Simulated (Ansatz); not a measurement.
# Lattice dynamics of TaTc (Pm-3m)

Wanted: phonon frequencies of TaTc (Pm-3m) and what follows from them.

Method: DFT PBEsol, scalar-relativistic, plane waves, PAW; PAW set ansatz+soft_1, in Ansatz 0.2.0.

Most raw output is cut from this account.

### 1. The structure

The structure is cubic, space group Pm-3m (No. 221). The conventional cell has a = 3.172 Å, b = 3.172 Å, c = 3.172 Å, α = 90.00°, β = 90.00°, γ = 90.00°. Ta has 8 Tc at 2.75 Å nearest. Nearest to Tc lie 8 Ta at 2.75 Å. Farther neighbours are not listed.

As a file:

```cif
data_structure
_symmetry_space_group_name_H-M 'P 1'
_symmetry_Int_Tables_number 1
_cell_length_a 3.1720
_cell_length_b 3.1720
_cell_length_c 3.1720
_cell_angle_alpha 90.000
_cell_angle_beta 90.000
_cell_angle_gamma 90.000
_cell_volume 31.92
loop_
_atom_site_label
_atom_site_type_symbol
_atom_site_fract_x
_atom_site_fract_y
_atom_site_fract_z
_atom_site_occupancy
Ta1 Ta 0.00000 0.00000 0.00000 1
Tc2 Tc 0.50000 0.50000 0.50000 1
```

### 2. Relaxation

Harmonic phonons are second derivatives at a point where the forces vanish, and they are wanted at zero stress, so atoms and cell are relaxed first.

Contents of input.yaml:

```yaml
crystal:
  lattice:
    - [3.172, 0.0, 0.0]
    - [0.0, 3.172, 0.0]
    - [0.0, 0.0, 3.172]
  atoms:
    - { symbol: Ta, position: [0.0, 0.0, 0.0] }
    - { symbol: Tc, position: [0.5, 0.5, 0.5] }
kpoints:
  mp_grid: { grid: [14, 14, 14] }
hamiltonian:
  xc: pbesol
  pseudopotentials: { kind: paw, azcp: { Ta: "soft_1/Ta.paw.azcp" }, xc_functional: pbe }
scf:
  occupations: { method: gaussian, width: 0.1 }
output:
  forces: true
  stress: true
  eigenvalues: true
  write_density: true
  write_potential: true
  elf: true
  volumetric_format: npy
relax:
  adjacent_minimum: "off"
  f_tol: 0.005
  max_steps: 80
  cell: { stress_tol: 0.05 }
```

On the command line:

```
> ansatz run input.yaml --threads 4 --pin off --max-ram 10240MiB --backend cpu --events-out ev --progress --plain --runs-dir out
```

Wall time 7 s (4 threads of Arm Neoverse V1, shared host); peak memory 0.41 GiB; 26 s of CPU time.

Relaxation path:

| step | energy less that of the first step (eV) | largest force component (eV/Å) | pressure (GPa) | volume (Å³) |
| --- | --- | --- | --- | --- |
| 1 | 0.0000 | 0.0000 | -4.85 | 31.92 |
| 2 | 0.0469 | 0.0000 | 13.57 | 29.97 |
| 3 | -0.0088 | 0.0000 | -0.33 | 31.38 |
| 4 | -0.0088 | 0.0000 | 0.01 | 31.34 |
| 5* | -0.0088 | 0.0000 | 0.00 | 31.34 |

Relaxation steps marked * repeat the geometry before them on a plane-wave basis chosen anew for their cell, so energy and pressure can jump there. Relaxation step 2 was tried and not accepted.

Forces are held to the 48 operations that the run works with; a distortion that breaks them can't arise in this run.

| conventional cell, symmetrised | before | after | change |
| --- | --- | --- | --- |
| a (Å) | 3.172 | 3.153 | -0.6 % |
| b (Å) | 3.172 | 3.153 | -0.6 % |
| c (Å) | 3.172 | 3.153 | -0.6 % |
| volume (Å³/atom) | 15.96 | 15.67 | -1.8 % |

The relaxed structure:

```cif
data_structure
_symmetry_space_group_name_H-M 'P 1'
_symmetry_Int_Tables_number 1
_cell_length_a 3.1529
_cell_length_b 3.1529
_cell_length_c 3.1529
_cell_angle_alpha 90.000
_cell_angle_beta 90.000
_cell_angle_gamma 90.000
_cell_volume 31.34
loop_
_atom_site_label
_atom_site_type_symbol
_atom_site_fract_x
_atom_site_fract_y
_atom_site_fract_z
_atom_site_occupancy
Ta1 Ta 0.00000 0.00000 0.00000 1
Tc2 Tc 0.50000 0.50000 0.50000 1
```

This step gave:

```
pressure          : 0.004146 GPa
volume per atom   : 15.67 Å³
gap on the k-mesh : 0 eV
```

Valence density in the ac plane at fractional y = 0.500, with atoms of Tc within 0.2 Å of it. It is the smooth field of the valence electrons, not physical close to the nuclei.

Values in e/Å³, 16 rows by 16 columns:
```
0.2 0.2 0.2 0.3 0.3 0.3 0.3 0.3 0.3 0.3 0.3 0.3 0.3 0.3 0.2 0.2
0.2 0.2 0.3 0.3 0.3 0.3 0.3 0.3 0.3 0.3 0.3 0.3 0.3 0.3 0.3 0.2
0.3 0.3 0.3 0.3 0.4 0.4 0.5 0.6 0.6 0.6 0.5 0.4 0.4 0.3 0.3 0.3
0.3 0.3 0.3 0.4 0.5 0.7 1.1 1.5 1.6 1.5 1.1 0.7 0.5 0.4 0.3 0.3
0.3 0.3 0.3 0.4 0.7 1.5 2.7 3.8 4.2 3.8 2.7 1.5 0.7 0.4 0.3 0.3
0.3 0.3 0.3 0.5 1.1 2.7 5.1 6.7 7.0 6.7 5.1 2.7 1.1 0.5 0.3 0.3
0.3 0.3 0.3 0.6 1.5 3.8 6.7 7.5 7.0 7.5 6.7 3.8 1.5 0.6 0.3 0.3
0.3 0.3 0.3 0.6 1.6 4.2 7.0 7.0 5.9 7.0 7.0 4.2 1.6 0.6 0.3 0.3
0.3 0.3 0.3 0.6 1.5 3.8 6.7 7.5 7.0 7.5 6.7 3.8 1.5 0.6 0.3 0.3
0.3 0.3 0.3 0.5 1.1 2.7 5.1 6.7 7.0 6.7 5.1 2.7 1.1 0.5 0.3 0.3
0.3 0.3 0.3 0.4 0.7 1.5 2.7 3.8 4.2 3.8 2.7 1.5 0.7 0.4 0.3 0.3
0.3 0.3 0.3 0.4 0.5 0.7 1.1 1.5 1.6 1.5 1.1 0.7 0.5 0.4 0.3 0.3
0.3 0.3 0.3 0.3 0.4 0.4 0.5 0.6 0.6 0.6 0.5 0.4 0.4 0.3 0.3 0.3
0.2 0.2 0.3 0.3 0.3 0.3 0.3 0.3 0.3 0.3 0.3 0.3 0.3 0.3 0.3 0.2
0.2 0.2 0.2 0.3 0.3 0.3 0.3 0.3 0.3 0.3 0.3 0.3 0.3 0.3 0.2 0.2
0.2 0.2 0.2 0.3 0.3 0.3 0.3 0.3 0.3 0.3 0.3 0.3 0.3 0.3 0.2 0.2
```
Columns run along a (3.2 Å), rows up along c (3.2 Å). Atoms in or near the plane, at fractional coordinates: Tc at (0.50, 0.50).

ELF in the ac plane at fractional y = 0.500, with atoms of Tc within 0.2 Å of it. It is the smooth field of the valence electrons, not physical close to the nuclei.

Ten even steps from '0' (0.06) to '9' (0.76):
```
4455554333455554
4555432111234555
5554322111223455
6543334555433345
6532368888863235
5422489989984224
5311589636985113
5311588303885113
5311589636985113
5422489989984224
6532368888863235
6543334555433345
5554322111223455
4555432111234555
4455554333455554
3445665555566544
```
Columns run along a (3.2 Å), rows up along c (3.2 Å). Atoms in or near the plane, at fractional coordinates: Tc at (0.50, 0.50).

Electrostatic potential energy in the ac plane at fractional y = 0.500, with atoms of Tc within 0.2 Å of it. With pseudopotentials it is smooth inside the atoms' cores, unlike the true potential.

Ten even steps from '0' (-131 eV) to '9' (23 eV):
```
9999999999999999
9999999999999999
9999999999999999
9999998878899999
9999986545689999
9999864212468999
9999852000258999
9999741000147999
9999852000258999
9999864212468999
9999986545689999
9999998878899999
9999999999999999
9999999999999999
9999999999999999
9999999999999999
```
Columns run along a (3.2 Å; values clipped at the 3rd and 97th percentile), rows up along c (3.2 Å). Atoms in or near the plane, at fractional coordinates: Tc at (0.50, 0.50).

In this step the volume went from 15.96 to 15.67 Å³/atom.

### 3. Relaxing to small forces for the phonons

Phonons need a cell at rest on their own settings, so the relaxation is repeated with tight tolerances on forces and stress, using the mesh and the filling of the phonon run that follows.

Contents of input.yaml:

```yaml
crystal:
  lattice:
    - [3.1528961422, 0.0, 0.0]
    - [0.0, 3.1528961422, 0.0]
    - [0.0, 0.0, 3.1528961422]
  atoms:
    - { symbol: Ta, position: [0.0, 0.0, 0.0] }
    - { symbol: Tc, position: [0.5, 0.5, 0.5] }
kpoints:
  mp_grid: { grid: [16, 16, 16] }
hamiltonian:
  xc: pbesol
  pseudopotentials: { kind: paw, azcp: { Ta: "soft_1/Ta.paw.azcp" }, xc_functional: pbe }
scf:
  occupations: { method: methfessel_paxton, width: 0.2 }
output:
  forces: true
  stress: true
  eigenvalues: true
relax:
  adjacent_minimum: "off"
  f_tol: 0.001
  max_steps: 60
  cell: { stress_tol: 0.01 }
```

It took 6.4 s on 4 threads; peak memory 0.43 GiB; 24 s of CPU time.

Little changed from the start: no atom moved by 0.005 Å and no cell edge by 0.1 %.

This step gave:

```yaml
pressure: -7.70e-4 GPa
volume_per_atom: 15.66 Å³
```

The forces vanish by symmetry and the pressure is -0.001 GPa, within the tolerances set. The cell now holds 15.66 Å³/atom.

### 4. Modes at Γ

The zone centre comes first: it holds the modes that light can see, as far as symmetry allows. No field response is asked, since the mesh shows no gap.

input.yaml, the sections that differ from step 3:

```yaml
crystal:
  lattice:
    - [3.1521831826, 0.0, 0.0]
    - [0.0, 3.1521831826, 0.0]
    - [0.0, 0.0, 3.1521831826]
  atoms:
    - { symbol: Ta, position: [0.0, 0.0, 0.0] }
    - { symbol: Tc, position: [0.5, 0.5, 0.5] }
output:
  eigenvalues: true
phonons:
  method: dfpt
# kpoints, hamiltonian, scf: as in step 3
# relax: removed
```

Elapsed: 20 s, on 4 threads; peak memory 1.1 GiB; 72 s of CPU time.

This step gave:

* sum-rule residual before enforcement: 2.00e-5 eV/Å²
* point group: m-3m
* highest optical mode at the zone centre (no LO-TO term): 191.9 cm⁻¹
* lowest optical zone-centre mode: 191.9 cm⁻¹

Patterns of degenerate modes are one choice out of their space. The modes at Γ (shares of kinetic energy by element, %):

| mode | frequency (cm⁻¹) | symmetry | Ta % | Tc % |
| --- | --- | --- | --- | --- |
| 1 | 0.0 | acoustic | 65 | 35 |
| 2 | 0.0 | acoustic | 65 | 35 |
| 3 | 0.0 | acoustic | 65 | 35 |
| 4 | 191.9 | T1u | 35 | 65 |
| 5 | 191.9 | T1u | 35 | 65 |
| 6 | 191.9 | T1u | 35 | 65 |

Displacements in mode 4 (191.9 cm⁻¹), the largest set to 1:
```
Ta1  0.00  0.00 -0.54
Tc2  0.00  0.00  1.00
```

Before it was imposed, the acoustic sum rule was missed by 2.0e-5 eV/Å². Small misses are needed for a sound result but don't prove that mesh and cutoff are converged. The lowest optical mode is real, 192 cm⁻¹.

### 5. Response at finite wavevector

Stability and thermal properties need the whole zone. Linear response on a 4×4×4 q mesh gives force constants as far as a supercell of that size would.

Changes to input.yaml since step 4:

```diff
@@ -19 +19,8 @@
   method: dfpt
+  qmesh: [4, 4, 4]
+  temperatures: { t_max: 1000, t_step: 50 }
+  qpath:
+    path:
+      - [[0.0, 0.0, 0.0], [0.0, 0.5, 0.0], [0.5, 0.5, 0.0], [0.0, 0.0, 0.0], [0.5, 0.5, 0.5], [0.0, 0.5, 0.0]]
+      - [[0.5, 0.5, 0.5], [0.5, 0.5, 0.0]]
+    npoints: 10
```

Wall time 10 min (4 threads); peak memory 3.7 GiB; 40 min of CPU time.

This step gave:

| Property | Result |
| --- | --- |
| sum-rule residual before enforcement | 2.29e-5 eV/Å² |
| lowest frequency on the path | 0 cm⁻¹ |
| highest frequency on the path or at a solved wavevector | 254 cm⁻¹ |
| mean frequency | 180.5 cm⁻¹ |
| Debye temperature (second moment) | 348 K |
| logarithmic mean frequency | 171.7 cm⁻¹ |
| lowest mode on the q mesh (acoustic modes at Γ apart) | 70.7 cm⁻¹ |
| zero-point energy per atom | 33.56 meV |
| heat capacity at 300 K | 23.34 J/(mol atoms K) |
| vibrational entropy at 300 K | 30.61 J/(mol atoms K) |

Frequencies (cm⁻¹) solved at each irreducible wavevector; negative means imaginary. Frequencies by wavevector, by row:

| q in reciprocal lattice units | star | mode 1 | mode 2 | mode 3 | mode 4 | mode 5 | mode 6 |
| --- | --- | --- | --- | --- | --- | --- | --- |
| 0 0 0 | 1 | 0 | 0 | 0 | 191.9 | 191.9 | 191.9 |
| 0 0 0.25 | 6 | 70.7 | 70.7 | 143.1 | 190.3 | 190.3 | 237.5 |
| 0 0 -0.5 | 3 | 107.1 | 107.1 | 185.6 | 185.6 | 216 | 250.5 |
| 0 0.25 0.25 | 12 | 94.8 | 114.8 | 162.1 | 185.3 | 223.9 | 228.8 |
| 0 0.25 -0.5 | 12 | 116.4 | 136.6 | 185.7 | 188.7 | 226.1 | 250.8 |
| 0 -0.5 -0.5 | 3 | 120.4 | 161.5 | 161.5 | 185.2 | 254 | 254 |
| 0.25 0.25 0.25 | 8 | 130.6 | 130.6 | 163.8 | 224.6 | 224.6 | 231.3 |
| 0.25 0.25 -0.5 | 12 | 141 | 142.3 | 176.6 | 225.4 | 227.8 | 245.4 |
| 0.25 -0.5 -0.5 | 6 | 147.8 | 165.2 | 165.2 | 234.3 | 249.8 | 249.8 |
| -0.5 -0.5 -0.5 | 1 | 164.4 | 164.4 | 164.4 | 249 | 249 | 249 |

Interpolated from a 4×4×4 q mesh. Phonon branches along the path, in cm⁻¹:

| point | branch 1 | branch 2 | branch 3 | branch 4 | branch 5 | branch 6 |
| --- | --- | --- | --- | --- | --- | --- |
| Γ | 0 | 0 | 0 | 192 | 192 | 192 |
| halfway | 71 | 71 | 143 | 190 | 190 | 238 |
| X | 107 | 107 | 186 | 186 | 216 | 250 |
| halfway | 116 | 136 | 186 | 189 | 226 | 251 |
| M | 120 | 162 | 162 | 185 | 254 | 254 |
| halfway | 95 | 115 | 162 | 185 | 224 | 229 |
| Γ | 0 | 0 | 0 | 192 | 192 | 192 |
| halfway | 131 | 131 | 164 | 225 | 225 | 231 |
| R | 164 | 164 | 164 | 249 | 249 | 249 |
| halfway | 141 | 142 | 176 | 225 | 228 | 245 |
| X | 107 | 107 | 186 | 186 | 216 | 250 |
| jump to R | 164 | 164 | 164 | 249 | 249 | 249 |
| halfway | 148 | 165 | 165 | 234 | 250 | 250 |
| M | 120 | 162 | 162 | 185 | 254 | 254 |

The phonon density of states has structure finer than the step of the table below, so its rows give means over 10 cm⁻¹, whole bins alone (the curve runs from 1 to 255 cm⁻¹). Peaks (cm⁻¹: height): 121.0: 0.0407, 167.0: 0.0568, 189.0: 0.0814, 247.0: 0.119.

Tetrahedra on a 20×20×20 mesh, mean over bins of 2 cm-1. Interpolated from a 4×4×4 q mesh. The phonon density of states by wavenumber; means over each step:

| wavenumber (cm⁻¹) | phonon density of states (1/cm⁻¹/cell) |
| --- | --- |
| 10 | 5.3e-5 |
| 20 | 2.8e-4 |
| 30 | 7.1e-4 |
| 40 | 0.00139 |
| 50 | 0.00225 |
| 60 | 0.00341 |
| 70 | 0.00493 |
| 80 | 0.00696 |
| 90 | 0.00996 |
| 100 | 0.0154 |
| 110 | 0.0277 |
| 120 | 0.0361 |
| 130 | 0.0286 |
| 140 | 0.0266 |
| 150 | 0.0268 |
| 160 | 0.0312 |
| 170 | 0.0455 |
| 180 | 0.0198 |
| 190 | 0.0592 |
| 200 | 0.0336 |
| 210 | 0.0325 |
| 220 | 0.0292 |
| 230 | 0.0338 |
| 240 | 0.0544 |
| 250 | 0.0697 |

The partial phonon density of states has structure finer than the step of the table below, so its rows give means over 5 cm⁻¹, whole bins alone (the curve runs from -10 to 271 cm⁻¹). Peaks (cm⁻¹: height): Ta 119.1: 0.0358, 166.8: 0.0531; Tc 189.8: 0.0621, 200.4: 0.0424, 211.0: 0.0413, 223.4: 0.0359, 234.0: 0.0444, 248.1: 0.0995.

Phonopy on the run's constants, 17x17x17 mesh, Gaussian sigma 2.0 cm-1. Interpolated from a 4×4×4 q mesh. The partial phonon density of states by wavenumber; means over each step; values in 1/cm⁻¹/cell:

| wavenumber (cm⁻¹) | Ta | Tc |
| --- | --- | --- |
| -5 | 1.3e-5 | 3.8e-6 |
| 0 | 6.2e-5 | 3.2e-5 |
| 5 | 9.8e-6 | 6.6e-6 |
| 10 | 5.2e-6 | 2.6e-6 |
| 15 | 1.7e-4 | 9.1e-5 |
| 20 | 2.2e-4 | 1.2e-4 |
| 25 | 2.4e-4 | 1.3e-4 |
| 30 | 3.6e-4 | 1.8e-4 |
| 35 | 0.00100 | 5.1e-4 |
| 40 | 7.1e-4 | 3.5e-4 |
| 45 | 0.00150 | 7.2e-4 |
| 50 | 0.00157 | 7.3e-4 |
| 55 | 0.00181 | 8.1e-4 |
| 60 | 0.00268 | 0.00115 |
| 65 | 0.00238 | 9.7e-4 |
| 70 | 0.00341 | 0.00128 |
| 75 | 0.00517 | 0.00191 |
| 80 | 0.00455 | 0.00155 |
| 85 | 0.00747 | 0.00222 |
| 90 | 0.00649 | 0.00176 |
| 95 | 0.0107 | 0.00244 |
| 100 | 0.0120 | 0.00224 |
| 105 | 0.0185 | 0.00243 |
| 110 | 0.0257 | 0.00263 |
| 115 | 0.0311 | 0.00233 |
| 120 | 0.0350 | 0.00220 |
| 125 | 0.0296 | 0.00173 |
| 130 | 0.0253 | 0.00177 |
| 135 | 0.0262 | 0.00186 |
| 140 | 0.0243 | 0.00203 |
| 145 | 0.0257 | 0.00184 |
| 150 | 0.0249 | 0.00167 |
| 155 | 0.0241 | 0.00135 |
| 160 | 0.0287 | 0.00166 |
| 165 | 0.0472 | 0.00259 |
| 170 | 0.0410 | 0.00176 |
| 175 | 0.0261 | 0.00155 |
| 180 | 0.0179 | 0.00296 |
| 185 | 0.0135 | 0.0246 |
| 190 | 0.0131 | 0.0545 |
| 195 | 0.00800 | 0.0297 |
| 200 | 0.00692 | 0.0358 |
| 205 | 0.00559 | 0.0152 |
| 210 | 0.00848 | 0.0317 |
| 215 | 0.00480 | 0.0224 |
| 220 | 0.00386 | 0.0252 |
| 225 | 0.00300 | 0.0290 |
| 230 | 0.00290 | 0.0275 |
| 235 | 0.00324 | 0.0388 |
| 240 | 0.00333 | 0.0479 |
| 245 | 0.00467 | 0.0826 |
| 250 | 0.00397 | 0.0716 |
| 255 | 8.1e-4 | 0.0121 |
| 260 | 1.3e-5 | 1.7e-4 |
| 265 | 0 | 0 |

Second derivatives of the energy by pair, one row for each kind of neighbour of each atom listed. Each entry sums the pair over the periodic images of the supercell that the q mesh stands for, and in a polar crystal it holds the long-range dipole part too. Force constants by pair, by row:

| atom | neighbour | distance (Å) | third of the trace (eV/Å²) | along the pair's line (eV/Å²) |
| --- | --- | --- | --- | --- |
| Ta1 | itself | 0 | 15.26 | – |
| Ta1 | Tc | 2.73 | -1.244 | -2.419 |
| Ta1 | Ta | 3.152 | -0.6749 | -3.304 |
| Ta1 | Ta | 4.458 | -0.1252 | -0.7188 |
| Ta1 | Tc | 5.227 | 0.0488 | 0.1157 |
| Ta1 | Ta | 5.46 | -0.1115 | -0.3487 |
| Ta1 | Ta | 6.304 | -0.0146 | 0.0439 |
| Ta1 | Tc | 6.87 | -0.0055 | -0.0152 |
| Ta1 | Ta | 7.048 | 0.0114 | 0.0293 |
| Tc2 | itself | 0 | 17.09 | – |
| Tc2 | Ta | 2.73 | -1.244 | -2.419 |
| Tc2 | Tc | 3.152 | -1.075 | -2.625 |
| Tc2 | Tc | 4.458 | -0.0966 | -0.3315 |
| Tc2 | Ta | 5.227 | 0.0488 | 0.1157 |
| Tc2 | Tc | 5.46 | -0.0716 | -0.3146 |
| Tc2 | Tc | 6.304 | -0.0538 | -0.5147 |
| Tc2 | Ta | 6.87 | -0.0055 | -0.0152 |
| Tc2 | Tc | 7.048 | 0.0135 | 0.0264 |

Harmonic thermodynamic functions per atom, from the density of states. Interpolated from a 4×4×4 q mesh. Thermodynamic functions, by row:

| T (K) | F_vib (meV/atom) | S (J/mol-atom/K) | C_V (J/mol-atom/K) |
| --- | --- | --- | --- |
| 0 | 33.56 | 0 | 0 |
| 50 | 33.32 | 1.844 | 5.087 |
| 100 | 30.71 | 8.594 | 14.68 |
| 200 | 14.77 | 21.47 | 21.55 |
| 300 | -12.47 | 30.61 | 23.34 |
| 400 | -47.88 | 37.43 | 24.02 |
| 500 | -89.57 | 42.83 | 24.35 |
| 600 | -136.3 | 47.28 | 24.53 |
| 700 | -187.4 | 51.07 | 24.64 |
| 800 | -242 | 54.37 | 24.71 |
| 900 | -299.9 | 57.28 | 24.76 |
| 1000 | -360.7 | 59.89 | 24.79 |

Harmonic mean-square displacement, third of the trace. Interpolated from a 4×4×4 q mesh. Mean square displacements, by row:

| T (K) | Ta1 U_eq (Å²) | Tc2 U_eq (Å²) |
| --- | --- | --- |
| 0 | 6.90e-4 | 8.60e-4 |
| 100 | 0.00104 | 0.00108 |
| 300 | 0.00258 | 0.0023 |
| 600 | 0.00505 | 0.0044 |

Symmetry leaves 10 wavevectors to solve. The lowest mode among them, the acoustic zeros apart, lies at q = (0, 0, 0.25) and is real, 70.7 cm⁻¹.

### 6. Summary of results

| Item | Value |
| --- | --- |
| space group after relaxation (within 0.01 Å) | Pm-3m |
| volume per atom | 15.7 Å³ |
| electronic character | no gap on this mesh |
| highest optical mode at the zone centre (no LO-TO term) | 192 cm⁻¹ |
| lowest optical zone-centre mode | 192 cm⁻¹ |
| lowest mode on the q mesh (acoustic modes at Γ apart) | 70.7 cm⁻¹ |
| highest frequency on the path or at a solved wavevector | 254 cm⁻¹ |
| zero-point energy per atom | 33.6 meV |
| heat capacity at 300 K | 23.3 J/(mol atoms K) |
| vibrational entropy at 300 K | 30.6 J/(mol atoms K) |
| Debye temperature (second moment) | 348 K |
| imaginary modes on the 4×4×4 q mesh | none |

In words: The structure is a minimum as far as tested: no mode is imaginary at the 10 irreducible wavevectors of the 4×4×4 mesh, and the softest away from the acoustic zeros lies at 71 cm⁻¹. The optical modes at Γ form one degenerate level at 192 cm⁻¹. The highest mode in this list at Γ, 191.9 cm⁻¹, has its largest share on Tc (65 % of the kinetic energy). With no gap, or one that is small against the smearing, the frequencies hang on the k mesh and the smearing, most of all near Kohn anomalies. Spin-orbit coupling is left out, which can matter for the heavy elements here. The PAW files were made for PBE and serve the other functionals too. These are harmonic frequencies at zero temperature: anharmonic shifts, linewidths and thermal expansion are left out.

[Logs are printed without paths, hosts, clocks, repeated set-up lines and the standing remarks that a program may print on its own settings, such as how far it seeks lower states.]

[Hosts, paths, dates, database ids (printed as entryN), source tags and the programs' standing remarks are cut or masked in the printed files.]
